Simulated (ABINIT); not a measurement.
# How the form of the self-energy moves the gap of TlIO3 (R3m), part 2 of 2

Wanted: the gap of TlIO3 (R3m) under several approximations, with cost.

ABINIT 10.8.3; PBEsol and many-body steps on it, plane waves. Known limits of the many-body steps: not at the basis limit; exchange with frozen shells missing; no spin-orbit coupling; coarse k mesh.

So far. Step 5 (G0W0, Hybertsen-Louie plasmon pole): Against G0W0 in ABINIT (2×2×2 mesh, 87 bands, screening to 122.5 eV, Godby-Needs plasmon pole), the gap moves by +0.103 eV. Step 6 (G0W0, von der Linden-Horsch plasmon pole): Against G0W0 in ABINIT (2×2×2 mesh, 87 bands, screening to 122.5 eV, Godby-Needs plasmon pole), the gap moves by +0.098 eV.

### Step 7. G0W0, Engel-Farid plasmon pole

Level of this step: G0W0 on PBEsol, plane waves, norm-conserving pseudopotentials (ABINIT).

run.abi reads:

```
acell 3*1.0 Angstrom
rprim 
  3.150792580489 1.819110944506 2.655433585300
  -3.150792580489 1.819110944506 2.655433585300
  0.000000000000 -3.638221889012 2.655433585300
ntypat 3
znucl 81 53 8
natom 5
typat 1 2 3 3 3
xred 
  0.008750850000 0.008750850000 0.008750850000
  0.501867330000 0.501867330000 0.501867330000
  0.903287650000 0.461897090000 0.461897090000
  0.461897090000 0.903287650000 0.461897090000
  0.461897090000 0.461897090000 0.903287650000
pp_dirpath "pseudos"
pseudos "Tl.upf, I.upf, O.upf"
ecut 36
ngkpt 2 2 2
nshiftk 1
shiftk 0 0 0
kptopt 1
chksymbreak 0
istwfk *1
occopt 1
irdwfk 1
optdriver 4
nband 87
gwcalctyp 0
ecutsigx 36
symsigma 1
nkptgw 2
kptgw 
  0.5000000000 0.5000000000 0.5000000000
  0.0000000000 0.0000000000 0.0000000000
bdgw 
  18 21
  18 22
ecuteps 4.5
irdscr 1
ppmodel 4
indata_prefix "in"
outdata_prefix "out"
tmpdata_prefix "tmp"
```

Run with:

```console
$ OMP_NUM_THREADS=1 mpirun -n 4 abinit run.abi > log
```

Numbers of over 12 decimals in the logs are rounded to 6 here.

The program printed:

```text
.Version 10.8.3 of ABINIT. v10.8.2 released Aug 2026.

 Symmetries : space group R3 m (#160); Bravais hR (rhombohedral)
[... echo of the input left out ...]
== DATASET  1 ==================================================================
-   mpi_nproc: 4, omp_nthreads: 1 (-1 if OMP is not activated)

--- !DatasetInfo
iteration_state: {dtset: 1, }
dimensions: {natom: 5, nkpt: 4, mband: 87, nsppol: 1, nspinor: 1, nspden: 1, mpw: 6360, }
cutoff_energies: {ecut:  36.0, pawecutdg:  -1.0, }
[...]
Band     E0 <VxcDFT>   SigX SigC(E0)      Z dSigC/dE  Sig(E)    E-E0       E
[...]
21   8.707 -15.242 -10.298  -2.933   0.802  -0.247 -13.630   1.612  10.320
       22   8.707 -15.242 -10.298  -2.933   0.802  -0.247 -13.630   1.612  10.320

== END DATASET(S) ==============================================================
================================================================================

 -outvars: echo values of variables after computation  --------
           etotal      0.0000000000E+00
            nband          87
             nkpt           4
          spgroup         160
 [... the other variables as echoed above ...]

 Calculation completed.
```

Run time: 4.5 s. Hardware: 4 MPI ranks of AMD EPYC 7R13 (Zen 3), shared host; peak memory 0.52 GiB; 17 s of CPU time.

Numbers from this step:

| Item | Value |
| --- | --- |
| G0W0 gap on the points computed | 4.146 eV |
| starting gap on the mesh | 2.682 eV |
| k of the valence top | 0.5, 0.5, 0.5 |
| k of the conduction bottom | 0.5, 0.5, 0.5 |
| least direct G0W0 gap on the computed points | 4.146 eV |

Against G0W0 in ABINIT (2×2×2 mesh, 87 bands, screening to 122.5 eV, Godby-Needs plasmon pole), the gap moves by +0.021 eV.

### Step 8. One-shot Hartree-Fock

This step: one-shot Hartree-Fock on PBEsol, plane waves, norm-conserving pseudopotentials.

Edit run.abi of step 7 so:

```diff
@@ -27,4 +27,4 @@
 optdriver 4
-nband 87
-gwcalctyp 0
+nband 23
+gwcalctyp 5
 ecutsigx 36
@@ -38,5 +38,4 @@
   18 22
-ecuteps 4.5
-irdscr 1
-ppmodel 4
+ixc_sigma 40
+fftgw 31
 indata_prefix "in"
```

The program printed:

```text
.Version 10.8.3 of ABINIT. v10.8.2 released Aug 2026.

 Symmetries : space group R3 m (#160); Bravais hR (rhombohedral)
[... echo of the input left out ...]
== DATASET  1 ==================================================================
-   mpi_nproc: 4, omp_nthreads: 1 (-1 if OMP is not activated)

--- !DatasetInfo
iteration_state: {dtset: 1, }
dimensions: {natom: 5, nkpt: 4, mband: 23, nsppol: 1, nspinor: 1, nspden: 1, mpw: 6360, }
cutoff_energies: {ecut:  36.0, pawecutdg:  -1.0, }
[...]
Band     E0 <VxcDFT>   SigX SigC(E0)      Z dSigC/dE  Sig(E)    E-E0       E
[...]
21   8.707 -15.242 -10.298   0.000   1.000   0.000 -10.298   4.943  13.651
       22   8.707 -15.242 -10.298   0.000   1.000   0.000 -10.298   4.943  13.651

== END DATASET(S) ==============================================================
================================================================================

 -outvars: echo values of variables after computation  --------
           etotal      0.0000000000E+00
            nband          23
             nkpt           4
          spgroup         160
 [... the other variables as echoed above ...]

 Calculation completed.
```

The job ended after 3.4 s (4 MPI ranks; peak memory 0.49 GiB; 13 s of CPU time).

This step gave:

* quasiparticle gap on the points computed: 10.27 eV
* starting gap on the mesh: 2.682 eV
* k of the valence top: 0.5, 0.5, 0.5
* k of the conduction bottom: 0.5, 0.5, 0.5
* least direct quasiparticle gap on the computed points: 10.27 eV

Against G0W0 in ABINIT (2×2×2 mesh, 87 bands, screening to 122.5 eV, Godby-Needs plasmon pole), the gap moves by +6.144 eV.

### Step 9. Screening, 2×2×2 mesh, 87 bands, screening to 122.5 eV

This step: RPA screening on PBEsol, plane waves, norm-conserving pseudopotentials.

Edit run.abi of step 8 so:

```diff
@@ -26,16 +26,14 @@
 irdwfk 1
-optdriver 4
-nband 23
-gwcalctyp 5
-ecutsigx 36
-symsigma 1
-nkptgw 2
-kptgw 
-  0.5000000000 0.5000000000 0.5000000000
-  0.0000000000 0.0000000000 0.0000000000
-bdgw 
-  18 21
-  18 22
-ixc_sigma 40
-fftgw 31
+optdriver 3
+nband 87
+ecuteps 4.5
+inclvkb 2
+awtr 1
+symchi 1
+gwcalctyp 2
+nfreqre 16
+freqremax 40 eV
+nfreqim 8
+spmeth 1
+nomegasf 120
 indata_prefix "in"
```

The program printed:

```text
.Version 10.8.3 of ABINIT. v10.8.2 released Aug 2026.

 Symmetries : space group R3 m (#160); Bravais hR (rhombohedral)
[... echo of the input left out ...]
== DATASET  1 ==================================================================
-   mpi_nproc: 4, omp_nthreads: 1 (-1 if OMP is not activated)

--- !DatasetInfo
iteration_state: {dtset: 1, }
dimensions: {natom: 5, nkpt: 4, mband: 87, nsppol: 1, nspinor: 1, nspden: 1, mpw: 6360, }
cutoff_energies: {ecut:  36.0, pawecutdg:  -1.0, }
electrons: {nelect:   3.80000000E+01, charge:   0.00000000E+00, occopt:   1.00000000E+00, tsmear:   1.00000000E-02, }

 SCREENING: Calculation of the susceptibility and dielectric matrices

 Based on a program developped by R.W. Godby, V. Olevano, G. Onida, and L. Reining.
 Incorporated in ABINIT by V. Olevano, G.-M. Rignanese, and M. Torrent.
.Using double precision arithmetic ; gwpc =  8

[... cell and pseudopotentials left out ...]
--------------------------------------------------------------------------------

 ==== K-mesh for the wavefunctions ====
 Number of points in the irreducible wedge :     4
[... list of points left out ...]
 Together with  6 symmetry operations and time-reversal symmetry
 yields     8 points in the full Brillouin Zone.

 ==== Q-mesh for the screening function ====
 Number of points in the irreducible wedge :     4
[... list of points left out ...]
 Together with  6 symmetry operations and time-reversal symmetry
 yields     8 points in the full Brillouin Zone.

 setmesh: FFT mesh size selected  =    32x   32x   32
          total number of points  =        32768

 vcoul_init : cutoff-mode = AUXILIARY_FUNCTION
 q-points for optical limit:   1
     1)      0.000010    0.000020    0.000030

- screening: taking advantage of time-reversal symmetry
- Maximum band index for partially occupied states nbvw = 19
- Remaining bands to be divided among processors   nbcw = 68
- Number of bands treated by each node ~17

 Number of electrons calculated from density =   38.0000; Expected =   38.0000
 average of density, n =  0.061663
 r_s =    1.5702
 omega_plasma =   23.9533 [eV]

 calculating chi0 at frequencies [eV] :
  1    0.000000E+00    0.000000E+00
  2    2.666667E+00    0.000000E+00
  3    5.333333E+00    0.000000E+00
[...]
23    0.000000E+00    6.100501E+01
 24    0.000000E+00    8.589572E+01

--------------------------------------------------------------------------------
  q-point number  1        q = ( 0.000000, 0.000000, 0.000000) [r.l.u.]
--------------------------------------------------------------------------------
[... chi0 elements left out ...]
  [... further frequencies ...]

 No. of calculated frequencies >  15, stop printing
 For q-point:  0.000010 0.000020 0.000030
  dielectric constant =   5.1807
  dielectric constant without local fields =   6.2694

  Average fulfillment of the sum rule on Im[epsilon] for q-point    1 :     56.15  [%]
[... wings left out ...]
  q-point number  2        q = ( 0.500000, 0.000000, 0.000000) [r.l.u.]
--------------------------------------------------------------------------------
[... chi0 elements left out ...]
  [... further frequencies ...]

 No. of calculated frequencies >  15, stop printing
  Average fulfillment of the sum rule on Im[epsilon] for q-point    2 :     68.26  [%]

 [... 2 further q-points ...]
```

Run time: 12 s. Hardware: 4 MPI ranks; peak memory 1.2 GiB.

Numbers from this step:

```yaml
eps_infinity_with_local_fields_on_this_mesh_along_the_program_s_q_direction: 5.181
the_same_without_local_fields: 6.269
plasma_frequency: 23.95 eV
plane_waves_in_the_screening_matrix: 263
```

### Step 10. G0W0, contour deformation

This step: G0W0 on PBEsol, plane waves, norm-conserving pseudopotentials.

Edit run.abi of step 9 so:

```diff
@@ -26,14 +26,16 @@
 irdwfk 1
-optdriver 3
+optdriver 4
 nband 87
+gwcalctyp 2
+ecutsigx 36
+symsigma 1
+nkptgw 2
+kptgw 
+  0.5000000000 0.5000000000 0.5000000000
+  0.0000000000 0.0000000000 0.0000000000
+bdgw 
+  18 21
+  18 22
 ecuteps 4.5
-inclvkb 2
-awtr 1
-symchi 1
-gwcalctyp 2
-nfreqre 16
-freqremax 40 eV
-nfreqim 8
-spmeth 1
-nomegasf 120
+irdscr 1
 indata_prefix "in"
```

The program printed:

```text
.Version 10.8.3 of ABINIT. v10.8.2 released Aug 2026.

 Symmetries : space group R3 m (#160); Bravais hR (rhombohedral)
[... echo of the input left out ...]
== DATASET  1 ==================================================================
-   mpi_nproc: 4, omp_nthreads: 1 (-1 if OMP is not activated)

--- !DatasetInfo
iteration_state: {dtset: 1, }
dimensions: {natom: 5, nkpt: 4, mband: 87, nsppol: 1, nspinor: 1, nspden: 1, mpw: 6360, }
cutoff_energies: {ecut:  36.0, pawecutdg:  -1.0, }
[...]
Band     E0 <VxcDFT>   SigX SigC(E0)      Z dSigC/dE  Sig(E)    E-E0       E
[...]
22   8.707 -15.242 -10.298  -3.039   0.742  -0.348 -13.828   1.413  10.121
       22   0.000   0.000   0.000  -0.028   0.000   0.000  -0.021  -0.021  -0.021

== END DATASET(S) ==============================================================
================================================================================

 -outvars: echo values of variables after computation  --------
           etotal      0.0000000000E+00
            nband          87
             nkpt           4
          spgroup         160
 [... the other variables as echoed above ...]

 Calculation completed.
```

The job ended after 4.9 s (4 MPI ranks; peak memory 0.52 GiB; 19 s of CPU time).

This step gave:

```
G0W0 gap on the points computed              : 4.084 eV
starting gap on the mesh                     : 2.682 eV
k of the valence top                         : 0.5, 0.5, 0.5
k of the conduction bottom                   : 0.5, 0.5, 0.5
least direct G0W0 gap on the computed points : 4.084 eV
```

Against G0W0 in ABINIT (2×2×2 mesh, 87 bands, screening to 122.5 eV, Godby-Needs plasmon pole), the gap moves by −0.041 eV.

### Step 11. Screening, 2×2×2 mesh, 87 bands, screening to 122.5 eV

This step: RPA screening on PBEsol, plane waves, norm-conserving pseudopotentials.

Edit run.abi of step 10 so:

```diff
@@ -26,16 +26,11 @@
 irdwfk 1
-optdriver 4
+optdriver 3
 nband 87
-gwcalctyp 2
-ecutsigx 36
-symsigma 1
-nkptgw 2
-kptgw 
-  0.5000000000 0.5000000000 0.5000000000
-  0.0000000000 0.0000000000 0.0000000000
-bdgw 
-  18 21
-  18 22
 ecuteps 4.5
-irdscr 1
+inclvkb 2
+awtr 1
+symchi 1
+gwcalctyp 1
+nfreqre 0
+nfreqim 16
 indata_prefix "in"
```

The program printed:

```text
.Version 10.8.3 of ABINIT. v10.8.2 released Aug 2026.

 Symmetries : space group R3 m (#160); Bravais hR (rhombohedral)
[... echo of the input left out ...]
== DATASET  1 ==================================================================
-   mpi_nproc: 4, omp_nthreads: 1 (-1 if OMP is not activated)

--- !DatasetInfo
iteration_state: {dtset: 1, }
dimensions: {natom: 5, nkpt: 4, mband: 87, nsppol: 1, nspinor: 1, nspden: 1, mpw: 6360, }
cutoff_energies: {ecut:  36.0, pawecutdg:  -1.0, }
[...]
No. of calculated frequencies >  15, stop printing
 For q-point:  0.000010 0.000020 0.000030
  dielectric constant =   5.1595
  dielectric constant without local fields =   6.2399

  Average fulfillment of the sum rule on Im[epsilon] for q-point    1 :     56.15  [%]
[... wings left out ...]
  q-point number  2        q = ( 0.500000, 0.000000, 0.000000) [r.l.u.]
--------------------------------------------------------------------------------
[... chi0 elements left out ...]
  [... further frequencies ...]

 No. of calculated frequencies >  15, stop printing
  Average fulfillment of the sum rule on Im[epsilon] for q-point    2 :     68.25  [%]

 [... 2 further q-points ...]
```

Elapsed: 13 s, on 4 MPI ranks; peak memory 0.87 GiB; 51 s of CPU time.

Numbers from this step:

| Property | Result |
| --- | --- |
| ε∞ with local fields, on this mesh, along the program's q direction | 5.160 |
| the same without local fields | 6.240 |
| plasma frequency | 23.95 eV |
| plane waves in the screening matrix | 263 |

### Step 12. G0W0, analytic continuation

This step: G0W0 on PBEsol, plane waves, norm-conserving pseudopotentials.

Edit run.abi of step 11 so:

```diff
@@ -26,11 +26,18 @@
 irdwfk 1
-optdriver 3
+optdriver 4
 nband 87
+gwcalctyp 1
+ecutsigx 36
+symsigma 1
+nkptgw 2
+kptgw 
+  0.5000000000 0.5000000000 0.5000000000
+  0.0000000000 0.0000000000 0.0000000000
+bdgw 
+  18 21
+  18 22
 ecuteps 4.5
-inclvkb 2
-awtr 1
-symchi 1
-gwcalctyp 1
-nfreqre 0
-nfreqim 16
+irdscr 1
+nomegasi 12
+omegasimax 25 eV
 indata_prefix "in"
```

The program printed:

```text
.Version 10.8.3 of ABINIT. v10.8.2 released Aug 2026.

 Symmetries : space group R3 m (#160); Bravais hR (rhombohedral)
[... echo of the input left out ...]
== DATASET  1 ==================================================================
-   mpi_nproc: 4, omp_nthreads: 1 (-1 if OMP is not activated)

--- !DatasetInfo
iteration_state: {dtset: 1, }
dimensions: {natom: 5, nkpt: 4, mband: 87, nsppol: 1, nspinor: 1, nspden: 1, mpw: 6360, }
cutoff_energies: {ecut:  36.0, pawecutdg:  -1.0, }
[...]
Band     E0 <VxcDFT>   SigX SigC(E0)      Z dSigC/dE  Sig(E)    E-E0       E
[...]
22   5.394 -15.242 -10.298  -2.836   0.825  -0.210 -13.499   1.743   7.137
       22   0.000   0.000   0.000  -0.134  -0.031  -0.045  -0.187  -0.187  -0.187

== END DATASET(S) ==============================================================
================================================================================

 -outvars: echo values of variables after computation  --------
           etotal      0.0000000000E+00
            nband          87
             nkpt           4
          spgroup         160
 [... the other variables as echoed above ...]

 Calculation completed.
```

The job ended after 5.8 s (4 MPI ranks; peak memory 0.52 GiB).

Numbers from this step:

- G0W0 gap on the points computed: 4.056 eV
- starting gap on the mesh: 2.682 eV
- k of the valence top: 0.5, 0.5, 0.5
- k of the conduction bottom: 0.5, 0.5, 0.5
- least direct G0W0 gap on the computed points: 4.056 eV

Against G0W0 in ABINIT (2×2×2 mesh, 87 bands, screening to 122.5 eV, Godby-Needs plasmon pole), the gap moves by −0.069 eV.

### Step 13. The runs together

Times are wall times on 4 MPI ranks of AMD EPYC 7R13 (Zen 3), shared host, good to a factor of about two. A run's time includes the screening step that it read.

```csv
run,mesh,bands,screening cutoff (eV),DFT gap (eV),gap on the mesh (eV),direct (eV),ε∞ used,time
"G0W0, Godby-Needs plasmon pole",2×2×2,87,122.5,2.682,4.125,4.125,5.16,15 s
"G0W0, Hybertsen-Louie plasmon pole",2×2×2,87,122.5,2.682,4.228,4.228,5.16,15 s
"G0W0, von der Linden-Horsch plasmon pole",2×2×2,87,122.5,2.682,4.223,4.223,5.16,14 s
"G0W0, Engel-Farid plasmon pole",2×2×2,87,122.5,2.682,4.146,4.146,5.16,14 s
one-shot Hartree-Fock,2×2×2,-,-,2.682,10.269,10.269,-,3.4 s
"G0W0, contour deformation",2×2×2,87,122.5,2.682,4.084,4.084,5.18,17 s
"G0W0, analytic continuation",2×2×2,87,122.5,2.682,4.056,4.056,5.16,19 s
```

### Step 14. Outcome

```
G0W0, Godby-Needs plasmon pole           : 4.125 eV
G0W0, Hybertsen-Louie plasmon pole       : 4.228 eV
G0W0, von der Linden-Horsch plasmon pole : 4.223 eV
G0W0, Engel-Farid plasmon pole           : 4.146 eV
one-shot Hartree-Fock                    : 10.269 eV
G0W0, contour deformation                : 4.084 eV
G0W0, analytic continuation              : 4.056 eV
known limits                             : not at the basis limit; exchange with frozen shells missing; no spin-orbit coupling; coarse k mesh
```

G0W0, Hybertsen-Louie plasmon pole: +0.103 eV against G0W0, Godby-Needs plasmon pole. G0W0, von der Linden-Horsch plasmon pole: +0.098 eV against G0W0, Godby-Needs plasmon pole. G0W0, Engel-Farid plasmon pole: +0.021 eV against G0W0, Godby-Needs plasmon pole. One-shot Hartree-Fock: +6.144 eV against G0W0, Godby-Needs plasmon pole. G0W0, contour deformation: −0.041 eV against G0W0, Godby-Needs plasmon pole. G0W0, analytic continuation: −0.069 eV against G0W0, Godby-Needs plasmon pole. Bare exchange alone opens the gap to 10.27 eV; against G0W0, correlation takes back 6.14 eV. Bands and cutoff are finite, so the gap is not at the basis limit. The miss can reach some tenths of an eV and take either sign; the mesh is an error of its own. In the first G0W0 run levels were corrected at 2 k points alone, so a gap called «on the mesh» is the least over those, and an edge elsewhere would be missed. The 2×2×2 mesh is coarse for this cell, which bears on the long-range parts of exchange and screening. Where an edge is built on 6p states of lead, bismuth or thallium, scalar-relativistic gaps usually stand too wide, by a few tenths to over one eV. The norm-conserving file of at least one element keeps a d shell over frozen s and p shells of the same row. Exchange with those shells is missing from the self-energy, an error of 0.3 to 0.9 eV in cases checked, whose sign depends on which edge lies on those atoms. The many-body steps are scalar-relativistic: spin-orbit coupling is not in them.

[Paths, hosts, dates, memory and timing lines, banners, echoed tables and standing remarks are left out of the program output.]

[Logs are printed without paths, hosts, clocks, repeated set-up lines and the standing remarks that a program may print on its own settings, such as how far it seeks lower states.]

[Runs of the session that timed out or met a known fault of the program may be left out.]

[No measured gap is set beside runs whose start may be inverted or whose files or cutoffs have a known fault.]

[Hosts, paths, dates, database ids (printed as entryN), source tags and the programs' standing remarks are cut or masked in the printed files.]

[G0W0 gaps are taken among the corrected bands and points alone; a level outside them can change the order at an edge.]

[Where Ansatz stands beside ABINIT at settings called matched, ABINIT's density can come from a denser mesh and the files from another edition; pairs whose starting gaps differed by over 0.03 eV were left out, so agreement reads better than it is.]
